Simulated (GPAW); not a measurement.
## Screening of a field by Sc2COS MXene monolayer

Aim: the dipole that a field along the normal induces in Sc2COS MXene monolayer.

Main program and level: GPAW 26.7.0; GPAW, PAW setups; layer in a repeated cell with vacuum, relaxation of atoms and in-plane cell, in the first sound run; inputs show where later runs differ.

### Step 1. Set-up

The cell holds 5 atoms: 1 S, 2 Sc, 1 C and 1 O. Cell: a = 3.226 Å, b = 3.226 Å, c = 21.483 Å, α = 90.0°, β = 90.0°, γ = 120.0°. Vacuum lies along c.

### Step 2. Relaxation

Forces are removed first; all later runs use this geometry.

run.py reads:

```python
import json
import numpy as np
from ase import Atoms
from ase.filters import FrechetCellFilter
from ase.optimize import BFGS
from gpaw import GPAW, PW

slab = Atoms(
    ['S', 'Sc', 'C', 'Sc', 'O'],
    positions=[
        [-0.00000, 1.86258, 8.00000],
        [1.61304, 0.93129, 9.78527],
        [0.00000, 0.00000, 11.05820],
        [-0.00000, 1.86258, 12.33112],
        [1.61304, 0.93129, 13.48304]],
    cell=[[3.22608, 0.0, 0.0], [-1.61304, 2.79387, 0.0], [0.0, 0.0, 21.483]],
    pbc=[True, True, True])

slab.calc = GPAW(mode=PW(600), xc='PBE', kpts={'size': (12, 12, 1), 'gamma': True},
                 occupations={'name': 'fermi-dirac', 'width': 0.05}, nbands='160%',
                 convergence={'density': 1e-05}, maxiter=200,
                 symmetry={'tolerance': 1e-3}, txt='slab.txt')
result = {}
# The in-plane cell is free; stress needs a cell that repeats along all three vectors
path = []
opt = BFGS(FrechetCellFilter(slab, mask=[1, 1, 0, 0, 0, 1]), maxstep=0.2)
opt.attach(lambda: path.append((slab.get_potential_energy(), slab.positions.tolist(), slab.get_forces().tolist())))
result['relaxed'] = bool(opt.run(fmax=0.02, steps=45))
result['path'] = path
result['cell'] = slab.cell.tolist()
print('in-plane lattice', slab.cell.cellpar().round(4)[[0, 1, 5]])
energy = slab.get_potential_energy()
fermi = slab.calc.get_fermi_level()
v = slab.calc.get_electrostatic_potential().mean((0, 1)) - fermi
n = slab.calc.get_pseudo_density().mean((0, 1))
L = slab.cell[2, 2]
z = np.arange(len(v)) * L / len(v)
low, high = slab.positions[:, 2].min(), slab.positions[:, 2].max()
below, above = np.interp([low - 5.8, high + 5.8], z, v)
slopes = [np.interp(x, z, np.gradient(v, z)) for x in (low - 5.8, high + 5.8)]
eps = np.array([[slab.calc.get_eigenvalues(k, s) for k in range(len(slab.calc.get_ibz_k_points()))]
                for s in range(slab.calc.get_number_of_spins())]) - fermi
top, bottom = eps[eps < 0].max(), eps[eps > 0].min()
dipole = slab.get_dipole_moment()[2]
print(f'energy {energy:.4f} eV, Fermi level {fermi:.4f} eV, dipole {dipole:.5f} e A')
print(f'potential 5.8 A off the faces, from the Fermi level: lower {below:.4f} eV, upper {above:.4f} eV')
print(f'slope of the potential there: lower {slopes[0]:.5f}, upper {slopes[1]:.5f} eV/A')
print(f'nearest levels on the mesh: {top:.4f} and {bottom:.4f} eV')
print('magnetic moment', round(slab.get_magnetic_moment(), 3))
result.update(energy=energy, fermi=fermi, dipole=dipole, below=below, above=above, slopes=slopes, edges=[top, bottom],
              z=z.tolist(), v=v.tolist(), n=n.tolist(), positions=slab.positions.tolist(),
              forces=slab.get_forces(apply_constraint=False).tolist(), moments=slab.get_magnetic_moments().tolist())
json.dump(result, open('result.json', 'w'))
```

The run is started by

```console
$ OMP_NUM_THREADS=1 OPENBLAS_NUM_THREADS=1 python run.py
```

Output:

```text
Step          Energy          fmax
BFGS:    0      -32.902486        5.097425
BFGS:    1      -33.374664        3.922643
BFGS:    2      -33.999046        0.484073
BFGS:    3      -34.012964        0.461918
BFGS:    4      -34.059626        0.303252
BFGS:    5      -34.076955        0.200493
BFGS:    6      -34.080515        0.085370
BFGS:    7      -34.081221        0.087995
BFGS:    8      -34.082217        0.100999
BFGS:    9      -34.083800        0.082607
BFGS:   10      -34.085550        0.084385
BFGS:   11      -34.086837        0.085593
BFGS:   12      -34.087913        0.062879
BFGS:   13      -34.088727        0.049470
BFGS:   14      -34.089174        0.031710
BFGS:   15      -34.089229        0.012053
in-plane lattice [  3.3087   3.3087 120.    ]
energy -34.0775 eV, Fermi level -2.1343 eV, dipole 0.03407 e A
potential 5.8 A off the faces, from the Fermi level: lower 6.4701 eV, upper 6.3305 eV
slope of the potential there: lower 0.03026, upper 0.03045 eV/A
nearest levels on the mesh: -0.0594 and 0.0415 eV
magnetic moment 0.0
```

The job ended after 23 min (1 thread of Arm Neoverse V1, shared host; peak memory 0.48 GiB).

Numbers from this step:

| Item | Value |
| --- | --- |
| dipole along the normal | 0.03407 e·Å |
| levels nearest the Fermi level on the mesh | -0.05941, 0.04145 eV from the Fermi level |

The electrostatic potential energy of an electron (without an applied field's), less the Fermi level, planar mean oscillates, so the rows of the table below give means over windows of 0.5 Å about each position, cut where the curve ends. Its maxima inside the range that stand out by 2 % of the span (Å: eV): 8.85: -2.52, 10.48: -3.90, 11.60: -0.0587. Its minima: 8.08: -15.9, 9.71: -13.1, 10.91: -7.97, 12.72: -13.7.

Electrostatic potential energy of an electron (without an applied field's), less the Fermi level, planar mean against z; means over each step:

```csv
z (Å),"electrostatic potential energy of an electron (without an applied field's), less the Fermi level, planar mean (eV)"
0.0,6.41
0.5,6.42
1.0,6.43
1.5,6.45
2.0,6.46
2.5,6.48
3.0,6.49
3.5,6.51
4.0,6.52
4.5,6.54
5.0,6.55
5.5,6.55
6.0,6.51
6.5,6.24
7.0,4.78
7.5,-1.70
8.0,-13.6
8.5,-6.68
9.0,-3.91
9.5,-11.0
10.0,-9.52
10.5,-4.65
11.0,-6.52
11.5,-0.890
12.0,-3.70
12.5,-11.9
13.0,-12.7
13.5,-7.16
14.0,3.13
14.5,5.63
15.0,6.10
15.5,6.20
16.0,6.23
16.5,6.25
17.0,6.27
17.5,6.28
18.0,6.30
18.5,6.31
19.0,6.33
19.5,6.34
20.0,6.36
20.5,6.37
21.0,6.39
```

The pseudo valence density, planar mean oscillates, so the rows of the table below give means over windows of 1 Å about each position, cut where the curve ends. Its maxima inside the range that stand out by 2 % of the span (Å: e/Å³): 8.4: 0.432, 9.6: 1.18, 12.7: 1.31. Its minima: 8.9: 0.338, 11.7: 0.237.

Table of pseudo valence density, planar mean by z; means over each step:

```csv
z (Å),"pseudo valence density, planar mean (e/Å³)"
4,8.7e-6
5,2.2e-4
6,0.00582
7,0.121
8,0.381
9,0.494
10,0.800
11,0.385
12,0.470
13,1.07
14,0.269
15,0.00927
16,3.4e-4
17,1.4e-5
```

The relaxation lowered the energy of the cell by 1.19 eV (energies extrapolated to zero smearing; the optimiser's log prints free energies). The largest force left on a free atom is 0.012 eV/Å.

### Step 3. The slab's potential

The work function is the vacuum plateau of the electrostatic potential less the Fermi level; a dipole layer lets the two faces have plateaus of their own.

This step: GPAW, PAW setups; slab in vacuum (GPAW 26.7.0).

The cell differs from the one that the last finished run ended in (c 21.483 → 21.285 Å).

run.py: that of step 2 with these lines changed.

```diff
@@ -3,4 +3,2 @@
 from ase import Atoms
-from ase.filters import FrechetCellFilter
-from ase.optimize import BFGS
 from gpaw import GPAW, PW
@@ -10,23 +8,16 @@
     positions=[
-        [-0.00000, 1.86258, 8.00000],
-        [1.61304, 0.93129, 9.78527],
-        [0.00000, 0.00000, 11.05820],
-        [-0.00000, 1.86258, 12.33112],
-        [1.61304, 0.93129, 13.48304]],
-    cell=[[3.22608, 0.0, 0.0], [-1.61304, 2.79387, 0.0], [0.0, 0.0, 21.483]],
-    pbc=[True, True, True])
+        [0.00000, 1.91028, 8.00000],
+        [1.65435, 0.95514, 9.63901],
+        [-0.00000, -0.00000, 10.90003],
+        [0.00000, 1.91028, 12.58002],
+        [1.65435, 0.95514, 13.28530]],
+    cell=[[3.3087, -0.0, 0.0], [-1.65435, 2.86542, 0.0], [0.0, 0.0, 21.2853]],
+    pbc=[True, True, False])
 
-slab.calc = GPAW(mode=PW(600), xc='PBE', kpts={'size': (12, 12, 1), 'gamma': True},
+slab.calc = GPAW(mode=PW(500), xc='PBE', kpts={'size': (12, 12, 1), 'gamma': True},
                  occupations={'name': 'fermi-dirac', 'width': 0.05}, nbands='160%',
                  convergence={'density': 1e-05}, maxiter=200,
+                 poissonsolver={'dipolelayer': 'xy'},
                  symmetry={'tolerance': 1e-3}, txt='slab.txt')
 result = {}
-# The in-plane cell is free; stress needs a cell that repeats along all three vectors
-path = []
-opt = BFGS(FrechetCellFilter(slab, mask=[1, 1, 0, 0, 0, 1]), maxstep=0.2)
-opt.attach(lambda: path.append((slab.get_potential_energy(), slab.positions.tolist(), slab.get_forces().tolist())))
-result['relaxed'] = bool(opt.run(fmax=0.02, steps=45))
-result['path'] = path
-result['cell'] = slab.cell.tolist()
-print('in-plane lattice', slab.cell.cellpar().round(4)[[0, 1, 5]])
 energy = slab.get_potential_energy()
```

Output:

```text
energy -33.7272 eV, Fermi level -2.0877 eV, dipole 0.02330 e A
potential 5.8 A off the faces, from the Fermi level: lower 6.6217 eV, upper 6.1628 eV
slope of the potential there: lower -0.00120, upper -0.00079 eV/A
nearest levels on the mesh: -0.0598 and 0.0415 eV
magnetic moment 0.0
```

Run time: 82 s. Hardware: 1 thread; peak memory 0.27 GiB.

Numbers from this step:

```
dipole along the normal                    : 0.02330 e·Å
levels nearest the Fermi level on the mesh : -0.05982, 0.04152 eV from the Fermi level
upper work function                        : 6.163 eV
lower work function                        : 6.622 eV
```

The electrostatic potential energy of an electron (without an applied field's), less the Fermi level, planar mean oscillates, so the rows of the table below give means over windows of 0.5 Å about each position, cut where the curve ends. Its maxima inside the range that stand out by 2 % of the span (Å: eV): 8.74: -2.54, 10.45: -3.93, 11.59: -0.106. Its minima: 7.98: -15.8, 9.60: -13.0, 10.83: -7.85, 12.64: -13.7.

Table of electrostatic potential energy of an electron (without an applied field's), less the Fermi level, planar mean by z; means over each step:

```csv
z (Å),"electrostatic potential energy of an electron (without an applied field's), less the Fermi level, planar mean (eV)"
0.0,6.48
0.5,6.61
1.0,6.62
1.5,6.62
2.0,6.62
2.5,6.62
3.0,6.62
3.5,6.62
4.0,6.62
4.5,6.62
5.0,6.62
5.5,6.60
6.0,6.53
6.5,6.19
7.0,4.43
7.5,-3.04
8.0,-13.8
8.5,-5.71
9.0,-4.44
9.5,-11.5
10.0,-8.71
10.5,-4.82
11.0,-6.07
11.5,-0.705
12.0,-4.53
12.5,-12.4
13.0,-12.5
13.5,-5.79
14.0,3.59
14.5,5.70
15.0,6.07
15.5,6.15
16.0,6.16
16.5,6.16
17.0,6.16
17.5,6.16
18.0,6.16
18.5,6.16
19.0,6.16
19.5,6.16
20.0,6.16
20.5,6.16
21.0,6.22
```

The pseudo valence density, planar mean by z:

```csv
z (Å),"pseudo valence density, planar mean (e/Å³)"
4.5,3.4e-5
5.0,1.7e-4
5.5,8.6e-4
6.0,0.00456
6.5,0.0233
7.0,0.110
7.5,0.330
8.0,0.361
8.5,0.404
9.0,0.389
9.5,1.10
10.0,0.736
10.5,0.406
11.0,0.402
11.5,0.272
12.0,0.359
12.5,1.21
13.0,1.06
13.5,0.688
14.0,0.157
14.5,0.0263
15.0,0.00475
15.5,9.7e-4
16.0,1.9e-4
16.5,3.9e-5
```

The potential is flat to 0.001 eV/Å where it is read, so the vacuum is wide enough.

### Step 4. In a field

A uniform field along the normal polarises the slab; the atoms stay fixed, so this is the electronic response alone.

run.py: that of step 3 with these lines changed.

```diff
@@ -4,2 +4,3 @@
 from gpaw import GPAW, PW
+from gpaw.external import ConstantElectricField
 
@@ -20,2 +21,3 @@
                  poissonsolver={'dipolelayer': 'xy'},
+                 external=ConstantElectricField(-0.2, [0, 0, 1]),
                  symmetry={'tolerance': 1e-3}, txt='slab.txt')
```

Output:

```text
energy -33.7295 eV, Fermi level -2.0510 eV, dipole -0.04640 e A
potential 5.8 A off the faces, from the Fermi level: lower 5.8987 eV, upper 6.7876 eV
slope of the potential there: lower -0.00121, upper -0.00080 eV/A
nearest levels on the mesh: -0.0571 and 0.0412 eV
magnetic moment 0.0
```

It took 6 min on 1 thread; peak memory 0.57 GiB.

Numbers from this step:

| Property | Result |
| --- | --- |
| dipole along the normal | -0.04640 e·Å |
| levels nearest the Fermi level on the mesh | -0.05713, 0.04124 eV from the Fermi level |
| potential below the slab, the applied field's own ramp left out | 5.899 eV from the Fermi level |
| potential above the slab, the applied field's own ramp left out | 6.788 eV from the Fermi level |

The electrostatic potential energy of an electron (without an applied field's), less the Fermi level, planar mean oscillates, so the rows of the table below give means over windows of 0.5 Å about each position, cut where the curve ends. Its maxima inside the range that stand out by 2 % of the span (Å: eV): 8.74: -2.91, 10.45: -3.96, 11.59: 0.0789. Its minima: 7.98: -16.4, 9.60: -13.2, 10.83: -7.81, 12.64: -13.4.

Table of electrostatic potential energy of an electron (without an applied field's), less the Fermi level, planar mean by z; means over each step:

```csv
z (Å),"electrostatic potential energy of an electron (without an applied field's), less the Fermi level, planar mean (eV)"
0.0,6.18
0.5,5.93
1.0,5.90
1.5,5.90
2.0,5.90
2.5,5.90
3.0,5.90
3.5,5.90
4.0,5.90
4.5,5.90
5.0,5.89
5.5,5.88
6.0,5.82
6.5,5.49
7.0,3.76
7.5,-3.65
8.0,-14.3
8.5,-6.13
9.0,-4.77
9.5,-11.7
10.0,-8.83
10.5,-4.84
11.0,-6.00
11.5,-0.537
12.0,-4.27
12.5,-12.1
13.0,-12.1
13.5,-5.29
14.0,4.16
14.5,6.30
15.0,6.69
15.5,6.77
16.0,6.78
16.5,6.79
17.0,6.79
17.5,6.79
18.0,6.79
18.5,6.79
19.0,6.79
19.5,6.79
20.0,6.79
20.5,6.79
21.0,6.68
```

Force by atom:

```csv
atom,x (eV/Å),y (eV/Å),z (eV/Å),size
S1,0.000,0.000,0.010,0.010
Sc2,0.000,0.000,-0.001,0.001
C3,0.000,0.000,0.029,0.029
Sc4,0.000,0.000,-0.121,0.121
O5,0.000,0.000,0.101,0.101
```

The dipole is now -0.0464 e Å, against 0.023 in the run without a field.

### Step 5. In a field

run.py: that of step 4 with these lines changed.

```diff
@@ -21,3 +21,3 @@
                  poissonsolver={'dipolelayer': 'xy'},
-                 external=ConstantElectricField(-0.2, [0, 0, 1]),
+                 external=ConstantElectricField(-0.1, [0, 0, 1]),
                  symmetry={'tolerance': 1e-3}, txt='slab.txt')
```

Output:

```text
energy -33.7266 eV, Fermi level -2.0691 eV, dipole -0.01109 e A
potential 5.8 A off the faces, from the Fermi level: lower 6.2599 eV, upper 6.4748 eV
slope of the potential there: lower -0.00120, upper -0.00080 eV/A
nearest levels on the mesh: -0.0594 and 0.0414 eV
magnetic moment 0.0
```

It took 5.5 min on 1 thread; peak memory 0.57 GiB.

This step gave:

```yaml
dipole_along_the_normal: -0.01109 e·Å
levels_nearest_the_fermi_level_on_the_mesh: -0.05944, 0.04138 eV from the Fermi level
potential_below_the_slab_the_applied_field_s_own_ramp_left_out: 6.260 eV from the Fermi level
potential_above_the_slab_the_applied_field_s_own_ramp_left_out: 6.475 eV from the Fermi level
```

The electrostatic potential energy of an electron (without an applied field's), less the Fermi level, planar mean oscillates, so the rows of the table below give means over windows of 0.5 Å about each position, cut where the curve ends. Its maxima inside the range that stand out by 2 % of the span (Å: eV): 8.74: -2.72, 10.45: -3.95, 11.59: -0.0134. Its minima: 7.98: -16.1, 9.60: -13.1, 10.83: -7.83, 12.64: -13.5.

The electrostatic potential energy of an electron (without an applied field's), less the Fermi level, planar mean by z; means over each step:

```csv
z (Å),"electrostatic potential energy of an electron (without an applied field's), less the Fermi level, planar mean (eV)"
0.0,6.33
0.5,6.27
1.0,6.26
1.5,6.26
2.0,6.26
2.5,6.26
3.0,6.26
3.5,6.26
4.0,6.26
4.5,6.26
5.0,6.25
5.5,6.24
6.0,6.18
6.5,5.84
7.0,4.09
7.5,-3.34
8.0,-14.1
8.5,-5.92
9.0,-4.61
9.5,-11.6
10.0,-8.77
10.5,-4.83
11.0,-6.04
11.5,-0.621
12.0,-4.40
12.5,-12.3
13.0,-12.3
13.5,-5.54
14.0,3.87
14.5,6.00
15.0,6.38
15.5,6.46
16.0,6.47
16.5,6.47
17.0,6.48
17.5,6.48
18.0,6.48
18.5,6.48
19.0,6.47
19.5,6.47
20.0,6.47
20.5,6.47
21.0,6.45
```

Force by atom:

```csv
atom,x (eV/Å),y (eV/Å),z (eV/Å),size
S1,0.0000,0.0000,0.0105,0.0105
Sc2,0.0000,0.0000,-0.0038,0.0038
C3,0.0000,0.0000,0.0216,0.0216
Sc4,-0.0002,0.0003,-0.0739,0.0739
O5,0.0002,-0.0003,0.0634,0.0634
```

The dipole is now -0.0111 e Å, against 0.023 in the run without a field.

### Step 6. In a field

run.py: that of step 5 with these lines changed.

```diff
@@ -21,3 +21,3 @@
                  poissonsolver={'dipolelayer': 'xy'},
-                 external=ConstantElectricField(-0.1, [0, 0, 1]),
+                 external=ConstantElectricField(-0.05, [0, 0, 1]),
                  symmetry={'tolerance': 1e-3}, txt='slab.txt')
```

Output:

```text
energy -33.7264 eV, Fermi level -2.0783 eV, dipole 0.00655 e A
potential 5.8 A off the faces, from the Fermi level: lower 6.4406 eV, upper 6.3188 eV
slope of the potential there: lower -0.00120, upper -0.00079 eV/A
nearest levels on the mesh: -0.0599 and 0.0415 eV
magnetic moment 0.0
```

Elapsed: 5.5 min, on 1 thread; peak memory 0.57 GiB.

The electrostatic potential energy of an electron (without an applied field's), less the Fermi level, planar mean oscillates, so the rows of the table below give means over windows of 0.5 Å about each position, cut where the curve ends. Its maxima inside the range that stand out by 2 % of the span (Å: eV): 8.74: -2.63, 10.45: -3.94, 11.59: -0.0595. Its minima: 7.98: -16.0, 9.60: -13.1, 10.83: -7.84, 12.64: -13.6.

The electrostatic potential energy of an electron (without an applied field's), less the Fermi level, planar mean by z; means over each step:

```csv
z (Å),"electrostatic potential energy of an electron (without an applied field's), less the Fermi level, planar mean (eV)"
0.0,6.40
0.5,6.44
1.0,6.44
1.5,6.44
2.0,6.44
2.5,6.44
3.0,6.44
3.5,6.44
4.0,6.44
4.5,6.44
5.0,6.43
5.5,6.42
6.0,6.36
6.5,6.02
7.0,4.26
7.5,-3.19
8.0,-14.0
8.5,-5.81
9.0,-4.53
9.5,-11.6
10.0,-8.74
10.5,-4.82
11.0,-6.05
11.5,-0.663
12.0,-4.46
12.5,-12.3
13.0,-12.4
13.5,-5.67
14.0,3.73
14.5,5.85
15.0,6.23
15.5,6.30
16.0,6.32
16.5,6.32
17.0,6.32
17.5,6.32
18.0,6.32
18.5,6.32
19.0,6.32
19.5,6.32
20.0,6.32
20.5,6.32
21.0,6.33
```

### Step 7. Field on

run.py: that of step 6 with these lines changed.

```diff
@@ -21,3 +21,3 @@
                  poissonsolver={'dipolelayer': 'xy'},
-                 external=ConstantElectricField(-0.05, [0, 0, 1]),
+                 external=ConstantElectricField(0.05, [0, 0, 1]),
                  symmetry={'tolerance': 1e-3}, txt='slab.txt')
```

Output:

```text
energy -33.7288 eV, Fermi level -2.0971 eV, dipole 0.04185 e A
potential 5.8 A off the faces, from the Fermi level: lower 6.8028 eV, upper 6.0073 eV
slope of the potential there: lower -0.00120, upper -0.00079 eV/A
nearest levels on the mesh: -0.0591 and 0.0416 eV
magnetic moment 0.0
```

Run time: 5.6 min. Hardware: 1 thread; peak memory 0.57 GiB.

The electrostatic potential energy of an electron (without an applied field's), less the Fermi level, planar mean oscillates, so the rows of the table below give means over windows of 0.5 Å about each position, cut where the curve ends. Its maxima inside the range that stand out by 2 % of the span (Å: eV): 8.74: -2.44, 10.45: -3.92, 11.59: -0.152. Its minima: 7.98: -15.7, 9.60: -13.0, 10.83: -7.86, 12.64: -13.8.

Electrostatic potential energy of an electron (without an applied field's), less the Fermi level, planar mean against z; means over each step:

```csv
z (Å),"electrostatic potential energy of an electron (without an applied field's), less the Fermi level, planar mean (eV)"
0.0,6.55
0.5,6.78
1.0,6.80
1.5,6.80
2.0,6.80
2.5,6.80
3.0,6.80
3.5,6.80
4.0,6.80
4.5,6.80
5.0,6.80
5.5,6.78
6.0,6.71
6.5,6.37
7.0,4.60
7.5,-2.89
8.0,-13.7
8.5,-5.60
9.0,-4.36
9.5,-11.5
10.0,-8.68
10.5,-4.81
11.0,-6.09
11.5,-0.747
12.0,-4.59
12.5,-12.5
13.0,-12.6
13.5,-5.92
14.0,3.45
14.5,5.55
15.0,5.92
15.5,5.99
16.0,6.00
16.5,6.01
17.0,6.01
17.5,6.01
18.0,6.01
18.5,6.01
19.0,6.01
19.5,6.01
20.0,6.01
20.5,6.01
21.0,6.10
```

(Part 1 of 2 ends here.)

[Logs are printed without paths, hosts, clocks, repeated set-up lines and the standing remarks that a program may print on its own settings, such as how far it seeks lower states.]

[Hosts, paths, dates, database ids (printed as entryN), source tags and the programs' standing remarks are cut or masked in the printed files.]
